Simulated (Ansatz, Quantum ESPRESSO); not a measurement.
# Work-function anisotropy of Sr, part 2 of 6

Aim: the work function of the low-index faces of Sr, their order, and how far the functional matters.

Quantum ESPRESSO 7.5; plane-wave DFT, PBE, GBRV ultrasoft pseudopotentials; geometry and cross-check by Ansatz 0.2.0 with PAW datasets.

So far. Step 2 (Geometry from Ansatz of (111)): The relaxation lowers the energy by 2 meV an atom. Held were the atoms numbered 3; the forces quoted are those on the free ones.

## 3. Ground state of (111), PBE

Both faces of the slab are alike, so a plain periodic cell serves and symmetry is kept.

Level of this step: plane-wave DFT, PBE, GBRV ultrasoft pseudopotentials (Quantum ESPRESSO 7.5).

111.pbe.in reads:

```
&control
  prefix = '111.pbe'
  outdir = './out'
  pseudo_dir = './pseudo'
  calculation = 'scf'
  tprnfor = .true.
/
&system
  ibrav = 0
  nat = 5
  ntyp = 1
  ecutwfc = 40
  ecutrho = 200
  occupations = 'smearing'
  smearing = 'mv'
  degauss = 0.02
/
&electrons
  conv_thr = 1e-07
  mixing_beta = 0.4
  electron_maxstep = 120
  mixing_mode = 'local-TF'
/
ATOMIC_SPECIES
  Sr  87.6200  sr_pbe_v1.uspp.F.UPF
CELL_PARAMETERS angstrom
  4.29920922958954 0.00000000000000 0.00000000000000
  2.14960461479477 3.72322440900906 0.00000000000000
  0.00000000000000 0.00000000000000 30.04115854670000
ATOMIC_POSITIONS crystal
  Sr  0.666666666667 0.666666666667 0.271201702084
  Sr  -0.000000000000 0.000000000000 0.384530932448
  Sr  0.333333333333 0.333333333333 0.500000000000
  Sr  0.666666666667 0.666666666667 0.615468924550
  Sr  0.000000000000 -0.000000000000 0.728797979229
K_POINTS automatic
  6 6 1 0 0 0
```

Run with:

```
$ OMP_NUM_THREADS=1 mpirun -n 4 pw.x -nk 2 -in 111.pbe.in > 111.pbe.out
```

The program printed:

```text
Program PWSCF v.7.5 starts
[citation notice left out]

     Parallel version (MPI & OpenMP), running on       4 processor cores
     Number of MPI processes:                 4
     Threads/MPI process:                     1

     MPI processes distributed on     1 nodes
[...]
Current dimensions of program PWSCF are:
     Max number of different atomic species (ntypx) = 10
     Max number of k-points (npk) =  40000
     Max angular momentum in pseudopotentials (lmaxx) =  4
     Message from routine setup:
     using ibrav=0 with symmetry is DISCOURAGED, use correct ibrav instead

     K-points division:     npool     =       2
     R & G space division:  proc/nbgrp/npool/nimage =       2
     Subspace diagonalization in iterative solution of the eigenvalue problem:
     a serial algorithm will be used

     Parallelization info
     --------------------
     sticks:   dense  smooth     PW     G-vecs:    dense   smooth      PW
     Min         456     366    105                77524    55528    8833
     Max         457     367    106                77543    55545    8840
     Sum         913     733    211               155067   111073   17673

     Using Slab Decomposition

     bravais-lattice index     =            0
     lattice parameter (alat)  =       8.1243  a.u.
     unit-cell volume          =    3245.0476 (a.u.)^3
     number of atoms/cell      =            5
     number of atomic types    =            1
     number of electrons       =        50.00
     number of Kohn-Sham states=           30
     kinetic-energy cutoff     =      40.0000  Ry
     charge density cutoff     =     200.0000  Ry
     scf convergence threshold =      1.0E-07
     mixing beta               =       0.4000
     number of iterations used =            8  local-TF  mixing
     Exchange-correlation= SLA  PW   PBE  PBE
                           (   1   4   3   4   0   0   0)

     celldm(1)=   8.124328  celldm(2)=   0.000000  celldm(3)=   0.000000
     celldm(4)=   0.000000  celldm(5)=   0.000000  celldm(6)=   0.000000

     crystal axes: (cart. coord. in units of alat)
               a(1) = (   1.000000   0.000000   0.000000 )
               a(2) = (   0.500000   0.866025   0.000000 )
               a(3) = (   0.000000   0.000000   6.987601 )

     reciprocal axes: (cart. coord. in units 2 pi/alat)
               b(1) = (  1.000000 -0.577350  0.000000 )
               b(2) = (  0.000000  1.154701  0.000000 )
               b(3) = (  0.000000  0.000000  0.143111 )

     PseudoPot. # 1 for Sr read from file:
     ./pseudo/sr_pbe_v1.uspp.F.UPF
     Pseudo is Ultrasoft + core correction, Zval = 10.0
     Generated by new atomic code, or converted to UPF format
     Using radial grid of  883 points,  6 beta functions with:
                l(1) =   0
                l(2) =   0
                l(3) =   1
                l(4) =   1
                l(5) =   2
                l(6) =   2
     Q(r) pseudized with  6 coefficients,  rinner =    1.400   1.400   1.400
                                                       1.400   1.400

     atomic species   valence    mass     pseudopotential
     Sr               10.00    87.62000     Sr( 1.00)

     12 Sym. Ops., with inversion, found ( 6 have fractional translation)

   Cartesian axes

     site n.     atom                  positions (alat units)
         1        Sr     tau(   1) = (   1.0000000   0.5773503   1.8950493  )
         2        Sr     tau(   2) = (   0.0000000   0.0000000   2.6869487  )
         3        Sr     tau(   3) = (   0.5000000   0.2886751   3.4938005  )
         4        Sr     tau(   4) = (   1.0000000   0.5773503   4.3006512  )
         5        Sr     tau(   5) = (   0.0000000   0.0000000   5.0925495  )

     number of k points=     7  Marzari-Vanderbilt smearing, width (Ry)=  0.0200
                       cart. coord. in units 2pi/alat
        k(    1) = (   0.0000000   0.0000000   0.0000000), wk =   0.0555556
        k(    2) = (   0.0000000   0.1924501   0.0000000), wk =   0.3333333
        k(    3) = (   0.0000000   0.3849002   0.0000000), wk =   0.3333333
        k(    4) = (   0.0000000  -0.5773503   0.0000000), wk =   0.1666667
        k(    5) = (   0.1666667   0.2886751   0.0000000), wk =   0.3333333
        k(    6) = (   0.1666667  -0.6735753   0.0000000), wk =   0.6666667
        k(    7) = (   0.3333333  -0.5773503   0.0000000), wk =   0.1111111

     Dense  grid:   155067 G-vectors     FFT dimensions: (  45,  45, 256)

     Smooth grid:   111073 G-vectors     FFT dimensions: (  36,  36, 240)

     Estimated max dynamical RAM per process >     194.69 MB

     Estimated total dynamical RAM >     740.92 MB

     Check: negative core charge=   -0.000001

     Initial potential from superposition of free atoms

     starting charge      49.8317, renormalised to      50.0000

     negative rho (up, down):  3.205E-01 0.000E+00
     Starting wfcs are   65 randomized atomic wfcs

     total cpu time spent up to now is        2.0 secs

     per-process dynamical memory:    67.1 Mb

     Self-consistent Calculation

     iteration #  1     ecut=    40.00 Ry     beta= 0.40
     Davidson diagonalization with overlap
     ethr =  1.00E-02,  avg # of iterations =  2.0

     negative rho (up, down):  3.214E-01 0.000E+00

     total cpu time spent up to now is        4.8 secs

     total energy              =    -350.71301867 Ry
     estimated scf accuracy    <       0.72527000 Ry

     iteration #  2     ecut=    40.00 Ry     beta= 0.40
[...]
negative rho (up, down):  3.248E-01 0.000E+00

[...]
total energy              =    -350.64163346 Ry
     estimated scf accuracy    <       0.42435359 Ry

     iteration #  3     ecut=    40.00 Ry     beta= 0.40
[...]
negative rho (up, down):  3.275E-01 0.000E+00

[...]
total energy              =    -350.67406789 Ry
     estimated scf accuracy    <       0.02792237 Ry

     iteration #  4     ecut=    40.00 Ry     beta= 0.40
[...]
negative rho (up, down):  3.301E-01 0.000E+00

[...]
total energy              =    -350.67616518 Ry
     estimated scf accuracy    <       0.01691410 Ry

     iteration #  5     ecut=    40.00 Ry     beta= 0.40
[...]
negative rho (up, down):  3.319E-01 0.000E+00

[...]
total energy              =    -350.67632427 Ry
     estimated scf accuracy    <       0.00370454 Ry

     iteration #  6     ecut=    40.00 Ry     beta= 0.40
[...]
negative rho (up, down):  3.330E-01 0.000E+00

[...]
total energy              =    -350.67631813 Ry
     estimated scf accuracy    <       0.00147633 Ry

     iteration #  7     ecut=    40.00 Ry     beta= 0.40
[...]
negative rho (up, down):  3.330E-01 0.000E+00

[...]
total energy              =    -350.67640855 Ry
     estimated scf accuracy    <       0.00583922 Ry

     iteration #  8     ecut=    40.00 Ry     beta= 0.40
[...]
negative rho (up, down):  3.326E-01 0.000E+00

[...]
total energy              =    -350.67595585 Ry
     estimated scf accuracy    <       0.00393904 Ry

     iteration #  9     ecut=    40.00 Ry     beta= 0.40
[...]
negative rho (up, down):  3.326E-01 0.000E+00

[...]
total energy              =    -350.67618542 Ry
     estimated scf accuracy    <       0.00016455 Ry

     iteration # 10     ecut=    40.00 Ry     beta= 0.40
[...]
negative rho (up, down):  3.322E-01 0.000E+00

[...]
total energy              =    -350.67625627 Ry
     estimated scf accuracy    <       0.00015196 Ry

     iteration # 11     ecut=    40.00 Ry     beta= 0.40
[...]
negative rho (up, down):  3.322E-01 0.000E+00

[...]
total energy              =    -350.67628883 Ry
     estimated scf accuracy    <       0.00010952 Ry

     iteration # 12     ecut=    40.00 Ry     beta= 0.40
[...]
negative rho (up, down):  3.325E-01 0.000E+00

[...]
total energy              =    -350.67628346 Ry
     estimated scf accuracy    <       0.00008861 Ry

     iteration # 13     ecut=    40.00 Ry     beta= 0.40
[...]
negative rho (up, down):  3.324E-01 0.000E+00

[...]
total energy              =    -350.67629284 Ry
     estimated scf accuracy    <       0.00000646 Ry

     iteration # 14     ecut=    40.00 Ry     beta= 0.40
[...]
negative rho (up, down):  3.324E-01 0.000E+00

[...]
total energy              =    -350.67629298 Ry
     estimated scf accuracy    <       0.00000231 Ry

     iteration # 15     ecut=    40.00 Ry     beta= 0.40
[...]
negative rho (up, down):  3.324E-01 0.000E+00

[...]
total energy              =    -350.67629337 Ry
     estimated scf accuracy    <       0.00000170 Ry

     iteration # 16     ecut=    40.00 Ry     beta= 0.40
[...]
negative rho (up, down):  3.324E-01 0.000E+00

[...]
End of self-consistent calculation

          k = 0.0000 0.0000 0.0000 ( 13873 PWs)   bands (ev):

   -35.0429 -35.0428 -34.7062 -34.6670 -34.6664 -17.0902 -17.0900 -16.9196
   -16.9196 -16.9194 -16.9194 -16.7572 -16.6660 -16.6183 -16.6183 -16.6142
   -16.5776 -16.5776 -16.5752 -16.5752  -1.6338  -1.3288  -0.8015  -0.1333
     0.5040   2.0113   2.2174   2.5787   3.0613   3.6327

          k = 0.0000 0.1925 0.0000 ( 13822 PWs)   bands (ev):

   -35.0409 -35.0407 -34.7040 -34.6649 -34.6644 -17.0846 -17.0845 -16.9548
   -16.9547 -16.9279 -16.9277 -16.7470 -16.6769 -16.6394 -16.6276 -16.6241
   -16.6100 -16.6025 -16.5859 -16.5826  -1.2536  -0.9573  -0.4410   0.2205
     0.8688   2.0304   2.3276   2.6557   3.0274   3.3992

          k = 0.0000 0.3849 0.0000 ( 13868 PWs)   bands (ev):

   -35.0367 -35.0366 -34.6996 -34.6608 -34.6605 -17.0737 -17.0735 -17.0236
   -17.0235 -16.9444 -16.9443 -16.7359 -16.7323 -16.6803 -16.6669 -16.6460
   -16.6423 -16.6218 -16.6025 -16.5973  -0.2398   0.0134   0.4629   1.0437
     1.6400   2.0545   2.3619   2.4997   2.5870   2.6283

          k = 0.0000-0.5774 0.0000 ( 13882 PWs)   bands (ev):

   -35.0347 -35.0346 -34.6973 -34.6587 -34.6586 -17.0683 -17.0682 -17.0574
   -17.0573 -16.9526 -16.9525 -16.7682 -16.7416 -16.7136 -16.6662 -16.6551
   -16.6502 -16.6279 -16.6107 -16.6047   0.8298   0.9854   1.1779   1.2681
     1.2800   1.9703   2.0915   2.2506   2.2794   2.5282

          k = 0.1667 0.2887 0.0000 ( 13860 PWs)   bands (ev):

   -35.0378 -35.0377 -34.7007 -34.6618 -34.6615 -17.0763 -17.0762 -17.0000
   -16.9999 -16.9470 -16.9469 -16.7333 -16.7121 -16.6642 -16.6573 -16.6407
   -16.6369 -16.6202 -16.6037 -16.6001  -0.5488  -0.2757   0.2086   0.8387
     1.4811   2.0857   2.4990   2.6246   2.7451   2.8464

          k = 0.1667-0.6736 0.0000 ( 13866 PWs)   bands (ev):

   -35.0347 -35.0346 -34.6973 -34.6587 -34.6586 -17.0682 -17.0680 -17.0399
   -17.0398 -16.9707 -16.9706 -16.7503 -16.7305 -16.6976 -16.6820 -16.6590
   -16.6418 -16.6359 -16.6238 -16.6186   0.6287   0.8266   1.1810   1.5944
     1.8685   2.0249   2.2028   2.3215   2.4559   2.5216

[...]
the Fermi energy is     1.9090 ev

!    total energy              =    -350.67629342 Ry
     estimated scf accuracy    <       0.00000004 Ry
     smearing contrib. (-TS)   =      -0.00470197 Ry
     internal energy E=F+TS    =    -350.67159145 Ry

     The total energy is F=E-TS. E is the sum of the following terms:
     one-electron contribution =   -1115.29227126 Ry
     hartree contribution      =     556.40694449 Ry
     xc contribution           =     -90.56505967 Ry
     ewald contribution        =     298.77879499 Ry

     convergence has been achieved in  16 iterations

     negative rho (up, down):  3.324E-01 0.000E+00

     Forces acting on atoms (cartesian axes, Ry/au):

     atom    1 type  1   force =    -0.00000000    0.00000000   -0.00029077
     atom    2 type  1   force =     0.00000000    0.00000000   -0.00000497
     atom    3 type  1   force =     0.00000000    0.00000000    0.00000000
     atom    4 type  1   force =    -0.00000000    0.00000000    0.00000497
     atom    5 type  1   force =     0.00000000   -0.00000000    0.00029077

     Total force =     0.000411     Total SCF correction =     0.000751
     SCF correction compared to forces is large: reduce conv_thr to get better values

[...]
=------------------------------------------------------------------------------=
   JOB DONE.
=------------------------------------------------------------------------------=
```

The job ended after 43 s (4 MPI ranks of Arm Neoverse V1, shared host; peak memory 0.86 GiB).

Read from the output:

| Item | Value |
| --- | --- |
| free energy | -4771.1940 eV |
| Fermi energy | 1.909 eV |

## 4. Potential by pp.x of (111)

plot_num = 11 writes the bare and Hartree potential. It leaves out exchange and correlation, which fade slowly, so it flattens close to the surface.

111.pbe.pot.in reads:

```
&inputpp
  prefix = '111.pbe'
  outdir = './out'
  filplot = '111.pbe.pot.dat'
  plot_num = 11
/
```

Run with:

```
$ OMP_NUM_THREADS=1 mpirun -n 4 pp.x -in 111.pbe.pot.in > 111.pbe.pot.out
```

The program printed:

```text
[banner, memory and clock lines left out]
Program POST-PROC v.7.5 starts

          URL

     ./out/111.pbe.save/

     IMPORTANT: XC functional enforced from input :
     Exchange-correlation= PBE
                           (   1   4   3   4   0   0   0)
     Any further DFT definition will be discarded
     Please, verify this is what you really want

     Check: negative core charge=   -0.000001

     negative rho (up, down):  3.324E-01 0.000E+00

     Calling punch_plot, plot_num =  11
     Writing data to file  111.pbe.pot.dat
     Message from routine chdens:
     namelist plot not found or invalid, exiting
```

Wall time 1.2 s (4 MPI ranks); peak memory 0.15 GiB.

This step gave:

```
work function of the upper face                                       : 2.648 eV
slope of the potential above                                          : 0.003936 eV/Å
upper vacuum line continued to the top atoms, over the Fermi level    : 2.627 eV
work function of the lower face                                       : 2.648 eV
slope of the potential below                                          : -0.002674 eV/Å
lower vacuum line continued to the bottom atoms, over the Fermi level : 2.633 eV
```

Electrostatic potential energy of an electron; zero at the Fermi level. Table of potential energy, planar mean by z:

z (Å), potential energy, planar mean (eV) and a bar from the least value:
```
        0        2.7 ##############################
        1        2.7 ##############################
        2        2.6 ##############################
        3        2.6 ##############################
        4        2.6 ##############################
        5        2.6 ##############################
        6        2.0 #############################
        7       -0.4 #########################
        8      -14.1 #
        9       -1.9 ######################
       10        1.4 ############################
       11       -6.4 ##############
       12       -8.6 ###########
       13        1.2 ############################
       14       -0.5 ########################
       15      -14.7 
       16       -0.8 ########################
       17        1.3 ############################
       18       -7.7 ############
       19       -7.2 #############
       20        1.3 ############################
       21       -1.5 #######################
       22      -14.4 #
       23       -0.6 ########################
       24        2.0 #############################
       25        2.5 ##############################
       26        2.6 ##############################
       27        2.6 ##############################
       28        2.6 ##############################
       29        2.7 ##############################
```

## 5. SCF with pw.x of (111), LDA

The same atoms under a second functional.

Level of this step: plane-wave DFT, LDA, GBRV ultrasoft pseudopotentials (Quantum ESPRESSO 7.5).

111.lda.in is the input of step 3 with these lines changed:

```diff
@@ -1,3 +1,3 @@
 &control
-  prefix = '111.pbe'
+  prefix = '111.lda'
   outdir = './out'
@@ -24,3 +24,3 @@
 ATOMIC_SPECIES
-  Sr  87.6200  sr_pbe_v1.uspp.F.UPF
+  Sr  87.6200  sr_lda_v1.uspp.F.UPF
 CELL_PARAMETERS angstrom
```

Run with:

```
$ OMP_NUM_THREADS=1 mpirun -n 4 pw.x -nk 2 -in 111.lda.in > 111.lda.out
```

The program printed:

```text
[banner, memory and clock lines left out]
Program PWSCF v.7.5 starts
[...]
Message from routine setup:
[...]
number of electrons       =        50.00
     number of Kohn-Sham states=           30
     kinetic-energy cutoff     =      40.0000  Ry
     charge density cutoff     =     200.0000  Ry
[...]
number of k points=     7  Marzari-Vanderbilt smearing, width (Ry)=  0.0200
[...]
Dense  grid:   155067 G-vectors     FFT dimensions: (  45,  45, 256)
[...]
negative rho (up, down):  3.196E-01 0.000E+00
     Starting wfcs are   65 randomized atomic wfcs
[...]
negative rho (up, down):  3.205E-01 0.000E+00
[...]
estimated scf accuracy    <       0.64729482 Ry
[...]
negative rho (up, down):  3.243E-01 0.000E+00
[...]
estimated scf accuracy    <       0.38178996 Ry
[...]
negative rho (up, down):  3.264E-01 0.000E+00
[...]
estimated scf accuracy    <       0.02011928 Ry
[...]
negative rho (up, down):  3.288E-01 0.000E+00
[...]
estimated scf accuracy    <       0.00755537 Ry
[...]
negative rho (up, down):  3.309E-01 0.000E+00
[...]
estimated scf accuracy    <       0.00420116 Ry
[...]
negative rho (up, down):  3.316E-01 0.000E+00
[...]
estimated scf accuracy    <       0.00154728 Ry
[...]
negative rho (up, down):  3.321E-01 0.000E+00
[...]
estimated scf accuracy    <       0.00653873 Ry
[...]
negative rho (up, down):  3.315E-01 0.000E+00
[...]
estimated scf accuracy    <       0.00773341 Ry
[...]
negative rho (up, down):  3.311E-01 0.000E+00
[...]
estimated scf accuracy    <       0.00120922 Ry
[...]
negative rho (up, down):  3.309E-01 0.000E+00
[...]
estimated scf accuracy    <       0.00015887 Ry
[...]
negative rho (up, down):  3.309E-01 0.000E+00
[...]
estimated scf accuracy    <       0.00017454 Ry
[...]
negative rho (up, down):  3.310E-01 0.000E+00
[...]
estimated scf accuracy    <       0.00005575 Ry
[...]
negative rho (up, down):  3.309E-01 0.000E+00
[...]
estimated scf accuracy    <       0.00000038 Ry
[...]
negative rho (up, down):  3.310E-01 0.000E+00
[...]
estimated scf accuracy    <       0.00000126 Ry
[...]
negative rho (up, down):  3.310E-01 0.000E+00
[...]
estimated scf accuracy    <       0.00000072 Ry
[...]
negative rho (up, down):  3.310E-01 0.000E+00
[...]
estimated scf accuracy    <       0.00000018 Ry
[...]
negative rho (up, down):  3.310E-01 0.000E+00
[...]
the Fermi energy is     1.7360 ev
!    total energy              =    -350.97418271 Ry
     estimated scf accuracy    <       0.00000002 Ry
     smearing contrib. (-TS)   =      -0.00408185 Ry
     internal energy E=F+TS    =    -350.97010086 Ry
[...]
one-electron contribution =   -1116.21311519 Ry
     hartree contribution      =     556.64981857 Ry
     xc contribution           =     -90.18559923 Ry
     ewald contribution        =     298.77879499 Ry
     convergence has been achieved in  17 iterations
     negative rho (up, down):  3.310E-01 0.000E+00
[...]
Total force =     0.007773     Total SCF correction =     0.000446
[...]
```

Elapsed: 45 s, on 4 MPI ranks; peak memory 0.87 GiB.

This step gave:

- free energy: -4775.2470 eV
- Fermi energy: 1.736 eV

## 6. Potential by pp.x of (111)

111.lda.pot.in reads:

```
&inputpp
  prefix = '111.lda'
  outdir = './out'
  filplot = '111.lda.pot.dat'
  plot_num = 11
/
```

Run with:

```
$ OMP_NUM_THREADS=1 mpirun -n 4 pp.x -in 111.lda.pot.in > 111.lda.pot.out
```

Elapsed: 1.1 s, on 4 MPI ranks; peak memory 0.15 GiB; 4.1 s of CPU time.

Numbers from this step:

* work function of the upper face: 2.760 eV
* slope of the potential above: 0.003336 eV/Å
* upper vacuum line continued to the top atoms, over the Fermi level: 2.742 eV
* work function of the lower face: 2.760 eV
* slope of the potential below: -0.002246 eV/Å
* lower vacuum line continued to the bottom atoms, over the Fermi level: 2.748 eV

On (111) the work function under LDA lies +0.11 eV from PBE's.

(Part 2 of 6 ends here.)

[Logs are printed without paths, hosts, clocks, repeated set-up lines and the standing remarks that a program may print on its own settings, such as how far it seeks lower states.]

[Hosts, paths, dates, database ids (printed as entryN), source tags and the programs' standing remarks are cut or masked in the printed files.]

[Maps of the electrostatic potential energy from Ansatz leave out the sawtooth potential of an applied field or a dipole correction, so their vacuum need not be flat; planar profiles and work functions include it.]
